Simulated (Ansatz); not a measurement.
# KTaO3: optical spectrum from first principles

What colour and refractive index does KTaO3 have at this level of theory?

Method: DFT, PBE, plane-wave PAW, default files, scalar-relativistic, independent-particle optical response without local fields, in Ansatz 0.2.0.

## Step 1: The structure

The structure is cubic, space group Pm-3m (No. 221). Conventional cell: a = 3.988 Å, b = 3.988 Å, c = 3.988 Å, α = 90.00°, β = 90.00°, γ = 90.00°. Ta has 6 O at 1.99 Å nearest. K has 12 O at 2.82 Å nearest. Nearest to O lie 2 Ta at 1.99 Å and 4 K at 2.82 Å. Farther neighbours and most contacts between anions are not listed.

Coordinates:

```cif
data_structure
_symmetry_space_group_name_H-M 'P 1'
_symmetry_Int_Tables_number 1
_cell_length_a 3.9883
_cell_length_b 3.9883
_cell_length_c 3.9883
_cell_angle_alpha 90.000
_cell_angle_beta 90.000
_cell_angle_gamma 90.000
_cell_volume 63.44
loop_
_atom_site_label
_atom_site_type_symbol
_atom_site_fract_x
_atom_site_fract_y
_atom_site_fract_z
_atom_site_occupancy
Ta1 Ta 0.00000 0.00000 0.00000 1
K2 K 0.50000 0.50000 0.50000 1
O3 O 0.00000 0.00000 0.50000 1
O4 O 0.00000 0.50000 0.00000 1
O5 O 0.50000 0.00000 0.00000 1
```

## Step 2: Ground state and bands

First the ground state: is it a metal or has it a gap?

This step: DFT, PBE, plane-wave PAW, default files, scalar-relativistic, ground state (Ansatz 0.2.0).

Input file input.yaml:

```yaml
crystal:
  lattice:
    - [3.9883, 0.0, 0.0]
    - [0.0, 3.9883, 0.0]
    - [0.0, 0.0, 3.9883]
  atoms:
    - { symbol: Ta, position: [0.0, 0.0, 0.0] }
    - { symbol: K, position: [0.5, 0.5, 0.5] }
    - { symbol: O, position: [0.0, 0.0, 0.5] }
    - { symbol: O, position: [0.0, 0.5, 0.0] }
    - { symbol: O, position: [0.5, 0.0, 0.0] }
kpoints:
  mp_grid: { grid: [6, 6, 6] }
  band_path:
    path:
      - [[0.0, 0.0, 0.0], [0.0, 0.5, 0.0], [0.5, 0.5, 0.0], [0.0, 0.0, 0.0], [0.5, 0.5, 0.5], [0.0, 0.5, 0.0]]
      - [[0.5, 0.5, 0.0], [0.5, 0.5, 0.5]]
    npoints: 10
scf:
  occupations: { method: fermi_dirac, width: 0.05 }
  n_extra_bands: 9
hamiltonian:
  xc: pbe
  pseudopotentials: { kind: paw }
output:
  forces: true
  stress: true
  populations: true
  write_bands: true
  write_density: true
  write_potential: true
  elf: true
  volumetric_format: npy
```

Launch:

```bash
ansatz run input.yaml --threads 4 --pin off --max-ram 8192MiB --backend cpu --events-out ev --progress --plain --runs-dir out
```

Numbers of over 12 decimals in the logs are rounded to 6 here.

Log:

```text
scf.n_extra_bands = 9 over 20 filled bands (N_el = 40.0): the run solves 29 bands
Engine: ansatz 0.2.0, x86_64-unknown-linux-gnu
Pseudopotentials: kind: paw
Pseudopotential: Ta, paw, valence charge 13, recommended cutoff 420 eV (normal), Ta.paw.azcp
Pseudopotential: K, paw, valence charge 9, recommended cutoff 420 eV (normal), K.paw.azcp
Pseudopotential: O, paw, valence charge 6, recommended cutoff 420 eV (normal), O.paw.azcp
Functional definition: PBE
  parameter kappa = 0.804
  parameter beta = 0.066725
  exchange = pbe_x(kappa = kappa, mu = beta*pi^2/3)
  correlation = pbe_c(beta = beta)
Crystal: 5 atoms, lattice volume = 63.440 Å³
Basis set: ecut = 420 eV, 1237 PW (Γ), exchange–correlation on 54×54×54 points (8 copies of the dense FFT grid, shifted against one another)
Bands: 29, of which v1, the nominal top of the filled ones, is band 20 counted from 1 (19 counted from 0)
Symmetry: 48 space group operations
Space group: Pm-3m (ITA 221), of the structure as read, at distance tolerance 4.0e-5 Å
k-points: 20 of 216
Non-local potential: Ta, projectors of the file, l = 0: 3, l = 1: 2, l = 2: 2, l = 3: 1
Non-local potential: K, projectors of the file, l = 0: 3, l = 1: 2, l = 2: 2
Non-local potential: O, projectors of the file, l = 0: 2, l = 1: 2, l = 2: 1
PAW form: soft (Blöchl's): semilocal exchange-correlation on the pseudo side does not see the compensation charge
PAW one-centre angular grid: Ta, 590 points (default); XC on 64 Gauss nodes
PAW one-centre angular grid: K, 110 points (default); XC on 64 Gauss nodes
PAW one-centre angular grid: O, 110 points (default); XC on 64 Gauss nodes
Initial density: superposition of atomic densities (neutral atoms: chi_scale 0, normalization atom), corrected by the library's trained network
Initial wavefunctions: pseudopotential atomic-orbital guess
Functional: x = pbe(κ = 0.804, μ = 0.219515), c = pbe(β = 0.066725)
SCF iter   1: F=—  HF=-13178.200376 eV  |F-HF|=—  |Δ(HF+E_count)|=         —  Δρ=9.73e-4  dr2=1.79e-4  ethr=1.77e-3  ⟨swp⟩=5.8  Hψ=2794  notcnv=0  defer=9
preconditioner: auto → Resta (q_TF=auto, 2.526 Å⁻¹)  ε∞=3.9  [insulator: Δε(μ)=2.213 eV  Ē_g=15.053 eV  σ=0.050 eV  W_gap=1.00  n_scr=18 (ndim 8)  ℏωp=25.5 eV  f_vac=0.012  D(μ)=0.00/eV (n_scr^D=0)  ε∞_Penn≈3.9]
SCF iter   2: F=—  HF=-13178.200924 eV  |F-HF|=—  |Δ(HF+E_count)|=   5.48e-4  Δρ=4.83e-4  dr2=3.22e-5  ethr=4.47e-7  ⟨swp⟩=2.0  Hψ=1140  notcnv=0  defer=25
SCF iter   3: F=—  HF=-13178.199981 eV  |F-HF|=—  |Δ(HF+E_count)|=   9.42e-4  Δρ=2.34e-4  dr2=8.90e-6  ethr=8.04e-8  ⟨swp⟩=2.0  Hψ=893  notcnv=0  defer=25
SCF iter   4: F=—  HF=-13178.200022 eV  |F-HF|=—  |Δ(HF+E_count)|=   4.10e-5  Δρ=3.07e-5  dr2=4.67e-7  ethr=2.23e-8  ⟨swp⟩=2.0  Hψ=875  notcnv=0  defer=25
iter 5 did not close the SCF: its close was put off for the readings that it lacked (scf_convergence_deferred on its scf_iter line)
SCF iter   5: F=-13178.200023 eV  HF=-13178.200023 eV  |F-HF|=2.13e-8  |Δ(HF+E_count)|=   1.72e-7  Δρ=6.72e-6  dr2=2.32e-8  ethr=1.17e-9  ⟨swp⟩=2.0  Hψ=704  notcnv=0  defer=25
SCF iter   6: F=-13178.200023 eV  HF=-13178.200023 eV  |F-HF|=2.31e-10  |Δ(HF+E_count)|=   2.65e-8  Δρ=1.17e-6  dr2=1.10e-9  ethr=5.79e-11  ⟨swp⟩=9.7  Hψ=3697  notcnv=0
SCF 1 converged in 6 iterations: F = -13178.200023 eV  dr2 = 1.10e-9
  greatest PAW one-centre occupation: 0.999 electrons in one spin orbital (limit 2), on the Ta atom at site 0 (counted from 0), in its partial waves of l = 0
NSCF: frozen V_eff on 62 k-points
SCF converged after 6 iterations
Free energy (F): -13178.200023 eV
Harris-Foulkes:  -13178.200023 eV  (|F-HF|=2.31e-10)
Internal energy: -13178.200023 eV  (E = F + TS)
E sigma→0 (E₀):  -13178.200023 eV
Fermi energy:    9.918133 eV
--- Per-component energies (eV) ---
  E_band       = -251.878733
  E_kinetic    = 1146.680850
  E_local      = -2222.882001  (includes V_loc(G=0)·N_el)
  E_nonlocal   = 170.583130
  E_hartree    = 778.071091
  E_xc         = -576.217182
  E_vxc        = -653.017995  (∫ρ·V_xc dr)
  E_paw        = -9653.105955  (= ΣΔE_a)
  E_vpaw       = -249.392921  (= ΣTr[D̂ρ^β])
  E_aug_tail   = 0.007427  (compensation charges beyond the density's cutoff)
  E_ewald      = -2821.337382
  E_smearing   = -0.000000  (= −TS)
  E_closure    = -0.000000  (closes the sum)
  Σ components = -13178.200023   (vs F -13178.200023, Δ=0.00e0)
--- Forces (eV/Å), atoms counted from 1 ---
  atom   1  Ta    -0.00000000     0.00000000     0.00000000
  atom   2  K      0.00000000     0.00000000    -0.00000000
  atom   3  O      0.00000000     0.00000000    -0.00000000
  atom   4  O      0.00000000     0.00000000     0.00000000
  atom   5  O      0.00000000    -0.00000000     0.00000000
  max |Σ_I F_I| component: 3.19e-29 eV/Å
--- Stress (GPa, compression-positive) ---
        5.407044       0.000000       0.000000
       -0.000000       5.407044       0.000000
        0.000000       0.000000       5.407044
  P = ⅓ Tr σ = 5.4070 GPa (54.070 kbar)
--- Band table (eV; the first three rows and the last of 20) ---
  k-point 0: bands = [... 16 lower, 7.7385, 8.1786, 8.1786, 8.1786, 11.0111, 11.0111, 11.0111, 15.4256, ... 5 higher]
  k-point 1: bands = [... 16 lower, 7.5084, 7.6175, 8.0666, 8.0666, 11.0493, 11.8004, 11.8004, 15.6211, ... 5 higher]
  k-point 2: bands = [... 16 lower, 6.8754, 7.3920, 7.9846, 7.9846, 11.1282, 13.1644, 13.1644, 15.6399, ... 5 higher]
  k-point 19: bands = [... 16 lower, 4.8997, 8.7894, 8.7894, 8.7894, 15.3003, 15.3003, 15.3003, 17.7023, ... 5 higher]
--- Löwdin populations: 5 sites ---
  site symbol       q [e]
     0     Ta     11.3334
     1      K      8.2037
     2      O      6.7566
     3      O      6.7566
     4      O      6.7566
  spilling = 0.004827 (of n_electrons = 40.000000)
```

Wall time 0.99 s (4 threads of Intel Xeon Platinum 8488C (Sapphire Rapids), shared host); peak memory 0.43 GiB; 3.3 s of CPU time.

This step gave:

| Property | Result |
| --- | --- |
| free energy | -13178.2000 eV |
| Fermi energy | 9.918 eV |
| gap by band count | 2.222 eV |
| electrons | 40 |
| symmetry operations | 48 |
| pressure | 5.407 GPa |
| gap on the k-mesh | 2.222 eV |
| volume | 63.44 Å³ |
| gap on the path | 2.222 eV |
| least direct gap on the path | 2.833 eV |

There is a gap, 2.22 eV on the path, so no carriers' term is needed. The cell is left with a pressure of 5.4 GPa, as it stands unrelaxed at this level.

The electronic bands at the labelled points (eV, zero at the Fermi level; v1 is the highest filled band, c1 the lowest empty one):

| point | v4 | v3 | v2 | v1 | c1 | c2 | c3 | c4 |
| --- | --- | --- | --- | --- | --- | --- | --- | --- |
| Γ | -2.18 | -1.74 | -1.74 | -1.74 | 1.09 | 1.09 | 1.09 | 5.51 |
| halfway | -2.79 | -2.42 | -1.90 | -1.90 | 1.17 | 2.58 | 2.58 | 5.71 |
| X | -3.25 | -2.63 | -1.96 | -1.96 | 1.25 | 3.92 | 3.92 | 5.73 |
| halfway | -2.74 | -2.53 | -2.51 | -1.66 | 2.67 | 3.94 | 4.44 | 6.46 |
| M | -2.76 | -2.55 | -2.55 | -1.17 | 3.96 | 3.96 | 5.25 | 6.59 |
| halfway | -2.67 | -2.43 | -2.38 | -1.79 | 2.55 | 2.70 | 3.37 | 6.28 |
| Γ | -2.18 | -1.74 | -1.74 | -1.74 | 1.09 | 1.09 | 1.09 | 5.51 |
| halfway | -4.12 | -1.95 | -1.95 | -1.68 | 3.35 | 3.48 | 3.48 | 7.80 |
| R | -5.02 | -1.13 | -1.13 | -1.13 | 5.38 | 5.38 | 5.38 | 7.78 |
| halfway | -4.09 | -1.93 | -1.79 | -1.56 | 3.50 | 4.43 | 4.54 | 8.47 |
| X | -3.25 | -2.63 | -1.96 | -1.96 | 1.25 | 3.92 | 3.92 | 5.73 |
| jump to M | -2.76 | -2.55 | -2.55 | -1.17 | 3.96 | 3.96 | 5.25 | 6.59 |
| halfway | -4.63 | -1.68 | -1.68 | -1.15 | 4.53 | 4.53 | 5.32 | 7.97 |
| R | -5.02 | -1.13 | -1.13 | -1.13 | 5.38 | 5.38 | 5.38 | 7.78 |

ELF in the ac plane at fractional y = 0.000, with atoms of Ta and O within 0.2 Å of it. It is the smooth field of the valence electrons, not physical close to the nuclei.

Values, 14 rows by 14 columns, each cell a mean:
```
0.31 0.58 0.66 0.30 0.49 0.80 0.68 0.55 0.72 0.75 0.36 0.40 0.71 0.50
0.69 0.71 0.51 0.20 0.42 0.78 0.81 0.79 0.81 0.70 0.30 0.26 0.62 0.71
0.44 0.37 0.20 0.11 0.25 0.57 0.71 0.74 0.69 0.47 0.18 0.11 0.26 0.40
0.38 0.35 0.27 0.15 0.11 0.24 0.40 0.46 0.36 0.18 0.11 0.18 0.30 0.36
0.76 0.75 0.65 0.38 0.13 0.06 0.10 0.12 0.09 0.07 0.18 0.47 0.70 0.75
0.63 0.76 0.80 0.62 0.26 0.04 0.02 0.02 0.02 0.09 0.36 0.69 0.81 0.72
0.33 0.63 0.80 0.69 0.35 0.06 0.01 0.01 0.02 0.12 0.46 0.74 0.79 0.55
0.55 0.73 0.80 0.65 0.29 0.05 0.01 0.01 0.02 0.10 0.40 0.71 0.81 0.68
0.79 0.80 0.73 0.48 0.16 0.05 0.05 0.06 0.04 0.06 0.24 0.57 0.78 0.80
0.51 0.48 0.38 0.20 0.10 0.16 0.29 0.35 0.26 0.13 0.11 0.25 0.42 0.49
0.33 0.28 0.16 0.10 0.20 0.48 0.65 0.69 0.62 0.38 0.15 0.11 0.20 0.30
0.68 0.64 0.40 0.16 0.38 0.73 0.80 0.80 0.80 0.65 0.27 0.20 0.51 0.66
0.43 0.64 0.64 0.28 0.48 0.80 0.73 0.63 0.76 0.75 0.35 0.37 0.71 0.58
0.08 0.43 0.68 0.33 0.51 0.79 0.55 0.33 0.63 0.76 0.38 0.44 0.69 0.31
```
Atoms in or near the plane, at fractional coordinates: Ta at (0.00, 0.00), O at (0.00, 0.50), O at (0.50, 0.00).

Valence density in the ac plane at fractional y = 0.000, with atoms of Ta and O within 0.2 Å of it. It is the smooth field of the valence electrons, not physical close to the nuclei.

Ten even steps from '_' (0.0 e/Å³) to '@' (7.2 e/Å³), each cell a mean:
```
++++--....--**%%++::....==**
++==::____..----::..__..::==
::..____________________....
..________________________..
::::____________________..::
##++..__________________::++
@@##::__________________--%%
%%++::__________________--**
==::..__________________..--
....______________________..
....______________________..
==--..____..::::..______::--
**++--....::++##++::__..==++
==**==....==%%@@##::..::++++
```
Atoms in or near the plane, at fractional coordinates: Ta at (0.00, 0.00), O at (0.00, 0.50), O at (0.50, 0.00).

## Step 3: Spectrum

With the density converged, the vertical transitions are summed over the zone.

This step: DFT, PBE, plane-wave PAW, default files, scalar-relativistic, independent-particle optical response without local fields (Ansatz 0.2.0).

input.yaml, the sections that differ from step 2:

```yaml
kpoints:
  mp_grid: { grid: [6, 6, 6] }
scf:
  occupations: { method: fixed }
output:
  optics:
    e_range: [0, 22]
    de: 0.05
    sigma: 0.1
    nscf_kmesh: { grid: [8, 8, 8] }
    bands: { spectra_wanted_up_to: 22 }
# crystal, hamiltonian: as in step 2
```

Log:

```text
[...]
Crystal: 5 atoms, lattice volume = 63.440 Å³
Basis set: ecut = 420 eV, 1237 PW (Γ)
Bands: 25, of which v1, the nominal top of the filled ones, is band 20 counted from 1 (19 counted from 0)
Symmetry: 48 space group operations
[...]
k-points: 20 of 216
[...]
SCF iter   1: F=—  HF=-13178.200495 eV  |F-HF|=—  |Δ(HF+E_count)|=         —  Δρ=9.70e-4  dr2=1.88e-4  ethr=1.77e-3  ⟨swp⟩=4.5  Hψ=2117  notcnv=0  defer=47
[...]
SCF iter   8: F=-13178.201155 eV  HF=-13178.201155 eV  |F-HF|=0.00e0  |Δ(HF+E_count)|=  2.73e-11  Δρ=3.47e-8  dr2=4.49e-13  ethr=1.00e-12  ⟨swp⟩=8.1  Hψ=1658  notcnv=0
SCF 1 converged in 8 iterations: F = -13178.201155 eV  dr2 = 4.49e-13
[...]
NSCF: frozen V_eff on 35 k-points
output.optics: what the bands over the 58 summed would add to eps1, eps2 and the energy-loss function is held between a lower and an upper bound (6 Lanczos steps). eps1, eps2 and their loss function (loss_summed_bands) are given on every row as the summed bands alone make them. Along an axis, on a row where the two bounds hold the loss function to about 1 % of the greater of itself and 0.5 % of |1/eps|, its cell (loss_completed) is given, with the completed eps1 and eps2 that it is formed of (a cell that is left empty reads nan in the table and null in the record). The two bounds hold it so along every axis on all 441 rows up to 22.000 eV. [rest of the remark cut]
SCF converged after 8 iterations
Free energy (F): -13178.201155 eV
[...]
Internal energy: -13178.201155 eV  (E = F + TS)
E sigma→0 (E₀):  -13178.201155 eV
Fermi energy:    8.789519 eV
[...]
--- Band table (eV; the first three rows and the last of 20) ---
  k-point 0: bands = [... 16 lower, 7.7386, 8.1787, 8.1787, 8.1787, 11.0108, 11.0108, 11.0108, 15.4256, ... 1 higher]
  k-point 1: bands = [... 16 lower, 7.5085, 7.6176, 8.0667, 8.0667, 11.0489, 11.8001, 11.8001, 15.6215, ... 1 higher]
  k-point 2: bands = [... 16 lower, 6.8755, 7.3921, 7.9847, 7.9847, 11.1279, 13.1641, 13.1641, 15.6403, ... 1 higher]
  k-point 19: bands = [... 16 lower, 4.8997, 8.7895, 8.7895, 8.7895, 15.3000, 15.3000, 15.3000, 17.7023, ... 1 higher]
```

It took 8.6 s on 4 threads; peak memory 0.96 GiB.

Numbers from this step:

| Item | Value |
| --- | --- |
| electronic dielectric constant ε∞, mean over x, y and z (by symmetry where fewer were run) | 5.461 |
| absorption onset, first axis (α over 10⁴ cm⁻¹, or the direct gap if that lies higher) | 2.832 eV |
| main peak of Im epsilon, first axis | 6.103 eV |
| centre of weight of the strongest loss peak in the window | 6.725 eV |
| photocurrent from vertical transitions in a film 500 nm thick on a perfect mirror (two passes), AM1.5G, no front reflection, all carriers collected | 2.774 mA/cm² |
| least direct gap on the mesh | 2.832 eV |
| bands summed | 58 |
| spectra valid up to | 32.59 eV |
| program's estimate of the k-sum error in Im epsilon | 0.11 % |
| electrons in the f-sum | 28.96 |

The Im ε, any direction by photon energy; read off at these points:

| photon energy (eV) | Im ε, any direction |
| --- | --- |
| 2.50 | 0 |
| 3.00 | 1.19 |
| 3.50 | 4.66 |
| 4.00 | 4.86 |
| 4.50 | 5.06 |
| 5.00 | 5.47 |
| 5.50 | 5.48 |
| 6.00 | 6.57 |
| 6.10 | 7.09 |
| 6.50 | 1.93 |
| 7.00 | 0.253 |
| 7.50 | 0.795 |
| 8.00 | 2.32 |
| 8.50 | 2.61 |
| 9.00 | 3.71 |
| 9.35 | 5.90 |
| 9.50 | 5.50 |
| 10.00 | 5.13 |
| 10.50 | 3.51 |
| 11.00 | 2.59 |
| 11.50 | 2.18 |
| 12.00 | 2.16 |
| 12.50 | 2.04 |
| 13.00 | 2.19 |
| 13.30 | 2.57 |
| 13.50 | 2.21 |
| 14.00 | 1.82 |
| 14.50 | 1.24 |
| 15.00 | 1.13 |
| 15.50 | 1.30 |
| 16.00 | 1.13 |
| 16.50 | 1.59 |
| 17.00 | 1.32 |
| 17.50 | 1.35 |
| 18.00 | 1.16 |
| 18.50 | 1.16 |
| 19.00 | 1.13 |
| 19.50 | 1.59 |
| 20.00 | 2.17 |
| 20.50 | 2.83 |
| 20.90 | 3.19 |
| 21.00 | 2.92 |
| 21.50 | 2.85 |
| 21.70 | 4.18 |
| 22.00 | 4.30 |

Re ε, any direction against photon energy:

photon energy (eV), Re ε, any direction and a bar:
```
        0       5.46 ##################
        1       5.61 ##################
        2       6.22 ####################
        3       9.24 ##############################
        4       6.02 ###################
        5       4.08 #############
        6       1.91 ######
        7       1.56 #####
        8       3.63 ############
        9       4.52 ##############
       10       0.67 ##
       11       0.49 #
       12       1.00 ###
       13       1.05 ###
       14       0.11 
       15       0.78 ##
       16       1.08 ###
       17       1.07 ###
       18       1.19 ####
       19       1.85 ######
       20       2.26 #######
       21       0.49 #
       22       0.77 ##
```

The loss function −Im 1/ε at q → 0, any direction has structure finer than the step of the table below, so its rows give means over 0.5 eV, whole bins alone (the curve runs from 0 to 22 eV). Peaks (eV: height): 6.75: 1.45, 14.60: 0.727, 21.15: 0.424.

Loss function −Im 1/ε at q → 0, any direction against energy loss; means over each step:

energy loss (eV), loss function −Im 1/ε at q → 0, any direction and a bar:
```
      2.5       0.00 
      3.0       0.02 #
      3.5       0.06 ##
      4.0       0.08 ###
      4.5       0.10 ####
      5.0       0.12 #####
      5.5       0.14 ######
      6.0       0.14 ######
      6.5       0.54 #######################
      7.0       0.28 ############
      7.5       0.05 ##
      8.0       0.12 #####
      8.5       0.12 #####
      9.0       0.11 #####
      9.5       0.15 ######
     10.0       0.20 ########
     10.5       0.29 #############
     11.0       0.38 ################
     11.5       0.43 ###################
     12.0       0.38 ################
     12.5       0.42 ##################
     13.0       0.37 ################
     13.5       0.43 ##################
     14.0       0.56 ########################
     14.5       0.70 ##############################
     15.0       0.55 ########################
     15.5       0.53 #######################
     16.0       0.44 ###################
     16.5       0.36 ################
     17.0       0.45 ####################
     17.5       0.42 ##################
     18.0       0.41 ##################
     18.5       0.34 ###############
     19.0       0.25 ###########
     19.5       0.23 ##########
     20.0       0.22 ##########
     20.5       0.26 ###########
     21.0       0.34 ###############
     21.5       0.26 ###########
```

Values under 1 per cm are given as 1. Absorption coefficient, any direction against photon energy:

| photon energy (eV) | absorption coefficient, any direction (1/cm) |
| --- | --- |
| 0.00 | 1 |
| 1.00 | 1 |
| 2.00 | 1 |
| 3.00 | 59354 |
| 4.00 | 3.8e5 |
| 5.00 | 5.9e5 |
| 6.00 | 9.5e5 |
| 7.00 | 71756 |
| 8.00 | 4.7e5 |
| 9.00 | 7.4e5 |
| 10.00 | 1.5e6 |
| 11.00 | 1.2e6 |
| 12.00 | 1.0e6 |
| 13.00 | 1.1e6 |
| 14.00 | 1.3e6 |
| 15.00 | 8.3e5 |
| 16.00 | 8.0e5 |
| 17.00 | 9.6e5 |
| 18.00 | 8.8e5 |
| 19.00 | 7.7e5 |
| 20.00 | 1.3e6 |
| 21.00 | 2.4e6 |
| 22.00 | 3.0e6 |

The reflectivity at normal incidence, any direction has structure finer than the step of the table below, so its rows give means over 1 eV, whole bins alone (the curve runs from 0 to 22 eV). Peaks (eV: height): 6.3: 43.5, 10.4: 30.0, 13.4: 18.6, 21.0: 20.3.

The reflectivity at normal incidence, any direction by photon energy; means over each step:

| photon energy (eV) | reflectivity at normal incidence, any direction (%) |
| --- | --- |
| 1 | 16.6 |
| 2 | 18.4 |
| 3 | 24.9 |
| 4 | 25.2 |
| 5 | 25.2 |
| 6 | 33.2 |
| 7 | 11.2 |
| 8 | 14.4 |
| 9 | 20.9 |
| 10 | 27.8 |
| 11 | 20.5 |
| 12 | 14.2 |
| 13 | 14.4 |
| 14 | 15.4 |
| 15 | 7.36 |
| 16 | 5.59 |
| 17 | 7.26 |
| 18 | 5.60 |
| 19 | 6.00 |
| 20 | 11.7 |
| 21 | 15.7 |

From ε follow the optical constants at some laser and lamp lines:

| wavelength (nm) | n | k | R (%) | 1/α |
| --- | --- | --- | --- | --- |
| 1550 | 2.36 | 0.000 | 16.3 | over 1 mm |
| 800 | 2.42 | 0.000 | 17.3 | over 1 mm |
| 532 | 2.58 | 0.000 | 19.5 | over 1 mm |
| 450 | 2.81 | 0.008 | 22.6 | 4.4 µm |
| 405 | 3.09 | 0.274 | 26.4 | 117 nm |
| 248 | 2.34 | 1.171 | 25.2 | 17 nm |
| 193 | 0.85 | 1.584 | 42.7 | 9.7 nm |

Rows near the edge hang on the gap, which this functional as a rule makes too small, and phonon-assisted absorption is left out.

A film 1 µm thick would pass 68 % of daylight and look yellow-green in transmission (x = 0.341, y = 0.383). A larger true gap would move the edge to shorter wavelengths and change the colour.

The f-sum over the summed bands holds 29.0 of the cell's 40 electrons outside the frozen cores, 16 of which lie in bands more than 12 eV below the Fermi level, whose transitions come at higher energies. Up to 22 eV the strength has a mean oscillator energy of 9.2 eV, well above the main peak, so higher transitions carry much of it.

[end of part 1 of 2]

[Logs are printed without paths, hosts, clocks, repeated set-up lines and the standing remarks that a program may print on its own settings, such as how far it seeks lower states.]

[Hosts, paths, dates, database ids (printed as entryN), source tags and the programs' standing remarks are cut or masked in the printed files.]
